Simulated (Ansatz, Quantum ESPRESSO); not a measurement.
# MoS2 [001], 2H: pulling along c

The c axis is held at a set length while the cell relaxes sideways. How do the lateral strain and the stress follow? The strained cell has c along the load; unstrained it is a = 3.1498 Å, b = 3.1498 Å, c = 12.0883 Å, α = 90.00°, β = 90.00°, γ = 120.00°, with 6 atoms.

Calculated with Quantum ESPRESSO 7.5, PBE-D3(BJ), PseudoDojo 0.4.1 norm-conserving potentials, cutoff 1170 eV, Fermi–Dirac smearing 0.02 eV, k-mesh 10×10×3, no spin polarisation, no spin-orbit coupling.

Relaxed positions at 0 %:

```csv
atom,x,y,z
Mo,0.3333,0.6667,0.2500
Mo,0.6667,0.3333,0.7500
S,0.3333,0.6667,0.6204
S,0.6667,0.3333,0.1204
S,0.3333,0.6667,0.8796
S,0.6667,0.3333,0.3796
```

| ε_c (%) | a (Å) | c (Å) | ε_a (%) | σ (GPa, tension positive) |
| --- | --- | --- | --- | --- |
| −3 | 3.1544 | 11.7256 | 0.145 | −2.41 |
| −2 | 3.1526 | 11.8465 | 0.088 | −1.47 |
| −1 | 3.1511 | 11.9674 | 0.040 | −0.67 |
| 0 | 3.1498 | 12.0883 | 0.000 | 0.00 |
| 2 | 3.1479 | 12.3301 | −0.061 | 1.02 |
| 3 | 3.1472 | 12.4510 | −0.083 | 1.39 |

**Question.** Fit both responses and give the free strain and the stress at +1 %, a row left out above.

Least squares with y = y0 + y1 ε + y2 ε² (ε in %) gives ε_a = −0.001 + (−0.0377) ε + (0.0035) ε² and σ = 0.01 + (0.630) ε + (−0.057) ε² GPa. The linear terms put the ratio of free to applied strain at −0.038 and the Young modulus at 63 GPa.

At +1 % the free strain comes out as −0.035 %. The run itself gives −0.034 %, so the estimate misses by 0.001 %, a rounding's worth.

The stress comes out as 0.58 GPa. The run itself gives 0.56 GPa, so the estimate misses by 0.02 GPa; the fitted rows themselves lie up to 0.02 GPa off the law.

The negative ε² term means that the crystal stiffens in compression and softens in tension.

The same fit over all rows at other levels or in other programs gives the strain ratio = −0.037 with PBE-D3(BJ) (Ansatz) and −0.040 with PBE-D3(BJ) (Quantum ESPRESSO, GBRV).

[Logs are printed without paths, hosts, clocks, repeated set-up lines and the standing remarks that a program may print on its own settings, such as how far it seeks lower states.]
